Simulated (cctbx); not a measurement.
# TbSb2Ru2: precision against data quality

Space group P4/nmm (no. 129, origin choice 1), a = 4.6030 Å, b = 4.6030 Å, c = 10.0740 Å, α = 90.00°, β = 90.00°, γ = 90.00°.

| atom | mult. | x | y | z | Ueq (Å²) |
| --- | --- | --- | --- | --- | --- |
| Tb1 | 2 | 1/2 | 0 | 0.7615 | 0.0074 |
| Sb1 | 2 | 1/2 | 0 | 0.1303 | 0.0113 |
| Sb2 | 2 | 1/2 | 1/2 | 1/2 | 0.0072 |
| Ru1 | 2 | 1/2 | 0 | 0.3796 | 0.0076 |
| Ru2 | 2 | 1/2 | 1/2 | 0 | 0.0156 |

The model is made up (kin elements in a known structure type, no relaxation), so it says nothing on whether the phase exists.

Five simulated data sets (cctbx; Mo Kα, λ = 0.71073 Å; 2 % proportional error) differ in resolution or exposure (noise floor 15 counts in the first three, 8 in the last two). Each is refined with the right model, isotropic at 1.1 Å and anisotropic otherwise. How do the figures of merit and the uncertainties move?

| d min (Å) | top counts | ⟨I/σ⟩ (unmerged, absences included) | unique | param. (scale apart) | Rint | R1 | GooF | largest s.u. xyz (fractional) | s.u. U of Ru1 (Å²) | largest error (Å) |
| --- | --- | --- | --- | --- | --- | --- | --- | --- | --- | --- |
| 1.1 | 70000 | 19.1 | 69 | 8 | 0.018 | 0.0116 | 2.39 | 0.00016 | 0.0006 | 0.0014 |
| 0.84 | 70000 | 18.0 | 142 | 13 | 0.020 | 0.0060 | 0.93 | 0.00004 | 0.0001 | 0.0008 |
| 0.6 | 70000 | 16.7 | 353 | 13 | 0.022 | 0.0068 | 0.92 | 0.00002 | 0.0001 | 0.0002 |
| 0.75 | 300 | 1.1 | 193 | 13 | 0.415 | 0.0548 | 0.91 | 0.00113 | 0.0043 | 0.0115 |
| 0.75 | 3000 | 5.2 | 193 | 13 | 0.077 | 0.0194 | 0.91 | 0.00017 | 0.0006 | 0.0015 |

GooF reaches 2.39 where the model lacks something that the data hold (anisotropy at the isotropic level, for one). The s.u. of U for Ru1 goes 0.0006, 0.0001, 0.0001 Å² with resolution and 0.0043, 0.0006 Å² with exposure.

The 1.1 Å row also differs in its displacement model, so it isn't a clean test of resolution.

Hardware for the 0.6 Å refinement: 0.6 s on 1 thread of Arm Neoverse N1 (shared host), peak memory 0.09 GiB.
